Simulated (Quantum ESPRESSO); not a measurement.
# Energy and gap at +3 % biaxial strain: 1T-TiO2, 1 layer

**Set-up.** Quantum ESPRESSO 7.5 driven by ASE, PBE, GBRV ultrasoft, ESM (bc1); atomic heights clamped; cell area 7.740 Å² at zero strain.

```
strain (%)  energy (meV a cell)  gap on the mesh (eV)
        −3               130.08                 2.993
      −1.5                32.76                 2.852
         0                 0.00                 2.715
      +1.5                24.99                 2.583
```

One more run was made and is withheld. What are energy and gap at +3 %, and how stiff is the sheet?

By hand: About zero, E'' = (32.76 + 24.99 − 2 × 0.00)/1.5² = 25.67 meV per %² and E' = (24.99 − 32.76)/3 = −2.59 meV per %. With E = A K ε², where K = (C11 + C22)/2 + C12 (C11 + C12 for a hexagonal sheet), K = 25.67 × 10/(2 × 7.740) × 16.02 = 266 N/m. The parabola gives E(+3 %) = 0.00 + 3 × (−2.59) + 4.5 × 25.67 = 107.7 meV. Continuing the last slope, the gap is 2 × 2.583 − 2.715 = 2.451 eV.

What the calculation gave: E = 101.3 meV and the gap 2.454 eV. The parabola misses by +6.4 meV, too high, since bonds soften under tension. The gap's line misses by −0.003 eV.

**Limits.** Clamped heights stiffen sheets with several planes. Semilocal gap, no spin-orbit coupling.

[Logs are printed without paths, hosts, clocks, repeated set-up lines and the standing remarks that a program may print on its own settings, such as how far it seeks lower states.]
